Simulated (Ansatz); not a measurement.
**NaF (Villiaumite): the HSE06 gap against the k mesh of the hybrid**

How far can the k mesh of the hybrid be lowered for the gap of NaF (Villiaumite)?

Method: DFT, HSE06, plane waves, PAW; PAW set soft_1, in Ansatz 0.2.0.

The database entry behind the starting cell differs from later determinations by our own check (0.1 to 0.3 % short, probably kX units), so it need not match the best structure at ambient conditions.

**1. Set-up**

It takes space group Fm-3m (No. 225, cubic). Conventional cell: a = 4.620 Å, b = 4.620 Å, c = 4.620 Å, α = 90.00°, β = 90.00°, γ = 90.00°. Nearest to Na lie 6 F at 2.31 Å. F has 6 Na at 2.31 Å nearest. Farther neighbours and most contacts between anions are not listed.

The cell and positions come from the Crystallography Open Database and are kept as given unless a step says otherwise.

**2. k mesh of the hybrid: 4×4×4**

File input.yaml:

```yaml
crystal:
  lattice:
    - [0.0, 2.31, 2.31]
    - [2.31, 0.0, 2.31]
    - [2.31, 2.31, 0.0]
  atoms:
    - { symbol: Na, position: [0.0, 0.0, 0.0] }
    - { symbol: F, position: [0.5, 0.5, 0.5] }
kpoints:
  mp_grid: { grid: [4, 4, 4] }
  band_path:
    path:
      - [0.0, 0.0, 0.0]
      - [0.5, 0.0, 0.5]
      - [0.625, 0.25, 0.625]
      - [0.375, 0.375, 0.75]
      - [0.5, 0.5, 0.5]
      - [0.5, 0.25, 0.75]
    npoints: 1
hamiltonian:
  xc: hse06
  pseudopotentials: { kind: paw, azcp: { folder: soft_1 } }
scf:
  occupations: { method: fixed }
  n_extra_bands: 4
output:
  eigenvalues: true
```

Started as:

```
ansatz run input.yaml --threads 24 --pin off --max-ram 82944MiB --backend cuda --events-out ev --progress --plain --runs-dir out --devices 1 --max-vram 78GiB
```

Numbers of over 12 decimals in the logs are rounded to 6 here.

Output:

```text
scf.n_extra_bands = 4 over 8 filled bands (N_el = 16.0): the run solves 12 bands
GPUs: using 1 of 1 available (devices: 1).
Engine: ansatz 0.2.0, aarch64-unknown-linux-gnu
Pseudopotentials: kind: paw
Pseudopotential: Na, paw, valence charge 9, recommended cutoff 420 eV (normal), soft_1/Na.paw.azcp
Pseudopotential: F, paw, valence charge 7, recommended cutoff 420 eV (normal), soft_1/F.paw.azcp
Functional definition: HSE06
  parameter a = 0.25
  parameter omega = 0.11/bohr
  exchange = pbe_x - a*pbe_x_sr(omega) + a*exact_x_sr(omega)
  correlation = pbe_c
davidson cushion auto → on  (no smearing: the cushion is to keep the highest requested band from converging to the state above it; pin scf.eigensolver.cushion to override)
device memory: the entry about to start is reckoned to put 1.7 GiB on a device that reports 180.4 GiB free (of which the cap on the GPU budget leaves the run 78.0 GiB)
GPU FFT provider: cuFFT
GPU libraries: cuBLAS 13.8.1, cuFFT 12.4.0, cuSOLVER 12.3.2
GPU matrix products: emulated (plane waves: as basis.precision tells), large ones in fixed point in workspaces of 1.00 GiB
Crystal: 2 atoms, lattice volume = 24.653 Å³
Basis set: ecut = 420 eV, 531 PW (Γ)
Bands: 12, of which v1, the nominal top of the filled ones, is band 8 counted from 1 (7 counted from 0)
Symmetry: 48 space group operations
Space group: Fm-3m (ITA 225), of the structure as read, at distance tolerance 2.9e-5 Å
k-points: 8 of 64
Non-local potential: Na, projectors of the file, l = 0: 3, l = 1: 2, l = 2: 1
Non-local potential: F, projectors of the file, l = 0: 2, l = 1: 2, l = 2: 1
PAW form: soft (Blöchl's): semilocal exchange-correlation on the pseudo side does not see the compensation charge
PAW frozen core: Na, regenerated for the run's functional, and the local potential with it (the file was generated under x = pbe(κ = 0.804, μ = 0.219515), c = pbe(β = 0.066725))
PAW frozen core: F, regenerated for the run's functional, and the local potential with it (the file was generated under x = pbe(κ = 0.804, μ = 0.219515), c = pbe(β = 0.066725))
PAW one-centre angular grid: Na, 110 points (default); XC on 96 Gauss nodes
PAW one-centre angular grid: F, 110 points (default); XC on 64 Gauss nodes
Initial density: superposition of atomic densities (chi_scale 0.1, normalization cell, long waves kept (reshape's long-wave potential 0.00 eV rms))
Initial wavefunctions: pseudopotential atomic-orbital guess
GPU buffer pool allocated for 13824 grid points (all kernels)
GPU transforms: local potential and band sums: pruned to the plane-wave sphere, on 24×24×24
Functional: x = pbe(κ = 0.804, μ = 0.219515), c = pbe(β = 0.066725), warm-up for x = pbe(κ = 0.804, μ = 0.219515) + 0.25 (exact − pbe) at short range (hse, ω = 0.207870 Å⁻¹), c = pbe(β = 0.066725); HSE06 as pw.x's `hse` composes it (authors' and Libxc's form: `xc: wpbeh`)
SCF iter   1: F=—  HF=-2299.932160 eV  |F-HF|=—  |Δ(HF+E_count)|=         —  Δρ=2.03e-1  dr2=7.16e0  ethr=1.00e-1  ⟨swp⟩=5.6  Hψ=342  notcnv=0
preconditioner: auto → none  [insulator: Δε(μ)=3.135 eV  Ē_g=17.998 eV  n_scr=8 (ndim 8)  ℏωp=21.2 eV  f_vac=0.000]
SCF iter   2: F=—  HF=-2297.942860 eV  |F-HF|=—  |Δ(HF+E_count)|=    1.99e0  Δρ=1.17e-1  dr2=1.96e0  ethr=4.47e-2  ⟨swp⟩=3.2  Hψ=277  notcnv=0
iter 3 solved again at ethr=5.46e-4 eV; its pass at ethr=1.23e-2 eV (dr2=8.74e-2 eV) is discarded
SCF iter   3: F=—  HF=-2297.417512 eV  |F-HF|=—  |Δ(HF+E_count)|=   5.25e-1  Δρ=2.01e-2  dr2=8.65e-2  ethr=5.46e-4  ⟨swp⟩=2.9  Hψ=475  notcnv=0  defer=2
SCF iter   4: F=-2297.423969 eV  HF=-2297.421611 eV  |F-HF|=2.36e-3  |Δ(HF+E_count)|=   4.10e-3  Δρ=4.61e-3  dr2=3.26e-3  ethr=5.41e-4  ⟨swp⟩=3.1  Hψ=258  notcnv=0
SCF 1 stopped early in 4 iterations: F = -2297.423969 eV  dr2 = 3.26e-3
  greatest PAW one-centre occupation: 1.000 electrons in one spin orbital (limit 2), on the Na atom at site 0 (counted from 0), in its partial waves of l = 0
[...]
SCF iter   3: F=—  HF=-2297.437676 eV  |F-HF|=—  |Δ(HF+E_count)|=   3.54e-3  Δρ=1.01e-3  dr2=2.73e-4  ethr=1.05e-5  ⟨swp⟩=3.2  Hψ=278  notcnv=0  defer=1
SCF iter   4: F=—  HF=-2297.437614 eV  |F-HF|=—  |Δ(HF+E_count)|=   6.24e-5  Δρ=1.42e-4  dr2=6.15e-6  ethr=1.46e-6  ⟨swp⟩=3.2  Hψ=260  notcnv=0  defer=1
SCF iter   5: F=-2297.437636 eV  HF=-2297.437637 eV  |F-HF|=1.12e-6  |Δ(HF+E_count)|=   2.30e-5  Δρ=9.19e-5  dr2=1.65e-6  ethr=2.23e-8  ⟨swp⟩=4.0  Hψ=322  notcnv=0  defer=1
SCF 2 stopped early in 5 iterations: F = -2297.437636 eV  dr2 = 1.65e-6
  greatest PAW one-centre occupation: 0.999 electrons in one spin orbital (limit 2), on the Na atom at site 0 (counted from 0), in its partial waves of l = 0
hybrid outer 1: dexx = +3.640e-3 eV, tail = 1.93e-5 eV
GPU FFT provider: cuFFT
GPU libraries: cuBLAS 13.8.1, cuFFT 12.4.0, cuSOLVER 12.3.2
GPU matrix products: emulated (plane waves: as basis.precision tells), large ones in fixed point in workspaces of 1.00 GiB
GPU buffer pool allocated for 13824 grid points (all kernels)
GPU transforms: local potential and band sums: pruned to the plane-wave sphere, on 24×24×24
Exchange kernel: α = 0.2500, screened, ω = 0.2079 Å⁻¹, Wigner–Seitz truncation, v(0) = 980.5182 eV·Å³, q-mesh 4×4×4, nearest image of the exchange supercell L = 13.07 Å, pair-density grid 15×15×15, without the augmentation charges, whose exchange is taken in its separable form by FFT convolution over the k-point mesh (sized by the pseudopotential files, 18×18×18 at the most), smooth part of the exact exchange by density-matrix convolution in up to 401.9 MiB of GPU memory as planned if the GPU has room (build and FFT work areas not counted)
Frozen-core exchange: fock
SCF iter   1: F=—  HF=-2297.437690 eV  |F-HF|=—  |Δ(HF+E_count)|=         —  Δρ=8.39e-5  dr2=1.41e-6  ethr=6.03e-7  ⟨swp⟩=2.2  Hψ=226  notcnv=0
preconditioner: auto → none  [insulator: Δε(μ)=8.537 eV  Ē_g=29.746 eV  n_scr=8 (ndim 8)  ℏωp=28.0 eV  f_vac=0.133]
iter 2 solved again at ethr=6.52e-10 eV; its pass at ethr=7.53e-9 eV (dr2=1.04e-7 eV) is discarded
SCF iter   2: F=—  HF=-2297.437690 eV  |F-HF|=—  |Δ(HF+E_count)|=   3.60e-7  Δρ=2.56e-5  dr2=1.20e-7  ethr=6.52e-10  ⟨swp⟩=2.0  Hψ=528  notcnv=0
SCF iter   3: F=-2297.437690 eV  HF=-2297.437690 eV  |F-HF|=6.74e-8  |Δ(HF+E_count)|=  4.19e-10  Δρ=2.02e-5  dr2=9.55e-8  ethr=6.52e-10  ⟨swp⟩=3.2  Hψ=296  notcnv=0
SCF 3 converged in 3 iterations: F = -2297.437690 eV  dr2 = 9.55e-8
hybrid outer 2: dexx = +1.542e-7 eV, tail = 2.06e-7 eV, Δε = 3.93e-3 eV (about 6.76e-4 eV left of the loop's levels)
the search or the solves at the SCF's close seem to have found levels that the self-consistency loop had missed (the run counts 1). By its estimate they hold under 1e-12 electrons; where the run keeps them, the occupations were computed again with them
device memory: the entry about to start is reckoned to put 0.3 GiB on a device that reports 174.0 GiB free (of which the cap on the GPU budget leaves the run 78.0 GiB)
NSCF: frozen V_eff on 6 k-points
hybrid SCF converged: 2 outer / 8 inner (+4 warm-up), last move |dexx| = 1.54e-7 eV, tail = 2.06e-7 eV
Stability not checked: this state was not tested for a lower state beside it, because the functional holds exact exchange (a hybrid, or Hartree-Fock), whose exchange loop this test does not read (fock_operator; see scf.lower_state_search)
Free energy (F): -2297.437690 eV
Frozen-core exchange: fock
Harris-Foulkes:  -2297.437690 eV  (|F-HF|=6.74e-8)
Internal energy: -2297.437690 eV  (E = F + TS)
E sigma→0 (E₀):  -2297.437690 eV
Fermi energy:    -0.704937 eV
--- Per-component energies (eV) ---
  E_band       = -278.452658
  E_kinetic    = 315.118731
  E_local      = -1849.517591  (includes V_loc(G=0)·N_el)
  E_nonlocal   = 364.561985
  E_hartree    = 629.434823
  E_xc         = -92.676340
  E_vxc        = -117.898868  (∫ρ·V_xc dr)
  E_exx        = -69.884661  (= α·E_x^exact, valence–valence)
  E_paw        = -451.574341  (= ΣΔE_a)
  E_vpaw       = -109.824158  (= ΣTr[D̂ρ^β])
  E_aug_tail   = 0.000737  (compensation charges beyond the density's cutoff)
  E_ewald      = -1142.836923
  E_core_change = -0.064110  (= ΣΔE_core)
  E_smearing   = -0.000000  (= −TS)
  E_closure    = -0.000000  (closes the sum)
  Σ components = -2297.437690   (vs F -2297.437690, Δ=4.55e-13)
--- Band table (eV; the first three rows and the last of 8) ---
  k-point 0: bands = [... 4 lower, -20.9758, -0.7049, -0.7049, -0.7049, 7.8302, 20.6647, 20.6647, 20.6647]
  k-point 1: bands = [... 4 lower, -20.5434, -1.6078, -0.8432, -0.8432, 9.7347, 16.7951, 21.5019, 21.5019]
  k-point 2: bands = [... 4 lower, -20.2734, -2.3403, -0.9782, -0.9782, 12.3644, 14.2319, 21.9518, 21.9518]
  k-point 7: bands = [... 4 lower, -20.5919, -1.6189, -1.6189, -1.3053, 14.8713, 14.8713, 17.1032, 18.7677]
```

It took 1.7 s on 1 × NVIDIA GB200 (shared by 2 runs) with 24 threads of Arm Neoverse V2, shared host; peak memory 1 GiB; 6 s of CPU time.

In the SCF lines HF is the Harris–Foulkes energy and dr2 the Hartree energy of the density residual, in eV; the loop may stop once dr2 is under the threshold and the program's other checks hold. Hψ counts applications of the Hamiltonian.

This step gave:

```yaml
gap: 8.535 eV
valence_top_at: Γ
conduction_bottom_at: Γ
least_direct_gap: 8.535 eV
exact_exchange_fraction: 0.25
```

The gap is direct, at Γ.

**3. k mesh of the hybrid: 8×8×8**

Edit input.yaml of step 2 so:

```diff
@@ -9,3 +9,3 @@
 kpoints:
-  mp_grid: { grid: [4, 4, 4] }
+  mp_grid: { grid: [8, 8, 8] }
   band_path:
```

Output:

```text
[...]
GPUs: using 1 of 1 available (devices: 1).
[...]
GPU FFT provider: cuFFT
GPU libraries: cuBLAS 13.8.1, cuFFT 12.4.0, cuSOLVER 12.3.2
[...]
Crystal: 2 atoms, lattice volume = 24.653 Å³
Basis set: ecut = 420 eV, 531 PW (Γ)
Bands: 12, of which v1, the nominal top of the filled ones, is band 8 counted from 1 (7 counted from 0)
[... 1 set-up line as in the run before ...]
[...]
k-points: 29 of 512
[...]
E sigma→0 (E₀):  -2297.437908 eV
Fermi energy:    -0.705162 eV
[...]
--- Band table (eV; the first three rows and the last of 29) ---
  k-point 0: bands = [... 4 lower, -20.9756, -0.7052, -0.7052, -0.7052, 7.8292, 20.6645, 20.6645, 20.6645]
  k-point 1: bands = [... 4 lower, -20.8061, -0.9950, -0.7460, -0.7460, 8.3797, 18.8766, 20.9224, 20.9224]
  k-point 2: bands = [... 4 lower, -20.5436, -1.6085, -0.8436, -0.8436, 9.7343, 16.7949, 21.5018, 21.5018]
  k-point 28: bands = [... 4 lower, -20.5921, -1.6195, -1.6195, -1.3059, 14.8711, 14.8711, 17.1031, 18.7676]
[key lines of the parts left out:]
Free energy (F): -2297.437908 eV
```

It took 3.2 s on 1 × NVIDIA GB200 (shared by 2 runs) with 24 threads; peak memory 1.2 GiB; 11 s of CPU time.

This step gave:

```
gap                  : 8.534 eV
valence top at       : Γ
conduction bottom at : Γ
least direct gap     : 8.534 eV
```

The gap is 8.534 eV, −0.001 eV from the run before at this level.

**4. The series**

Differences are against the last row; a negative gap means that bands overlap, and a run with a band path holds that path's time. Times are wall times on 1 × NVIDIA GB200 (shared by 2 runs) with 24 threads of Arm Neoverse V2, shared host, good to a factor of about two.

```csv
k mesh of the hybrid,gap (eV),direct gap (eV),gap error (eV),energy error (meV/atom),irreducible k,time
4×4×4,8.535,8.535,+0.001,+0.1,8,1.7 s
8×8×8,8.534,8.534,+0.000,+0.0,29,3.2 s
```

**5. Results**

```json
{"4×4×4": "8.535 eV", "8×8×8": "8.534 eV"}
```

What this shows: The gap holds to 0.02 eV from 4×4×4 on, the cheapest setting tried. At 4×4×4 the gap is off by +0.001 eV and the energy by +0 meV/atom. The gap is read over the mesh and added points near the edges, so meshes differ mainly through the density and, for a hybrid, the exchange operator.

[Paths, hosts, dates, memory and timing lines, banners, echoed tables and standing remarks are left out of the program output.]

[Logs are printed without paths, hosts, clocks, repeated set-up lines and the standing remarks that a program may print on its own settings, such as how far it seeks lower states.]

[Runs of the session that timed out or met a known fault of the program may be left out.]

[Cells called generated may have been cut or substituted from an entry of the Crystallography Open Database or the Materials Project.]

[Hosts, paths, dates, database ids (printed as entryN), source tags and the programs' standing remarks are cut or masked in the printed files.]
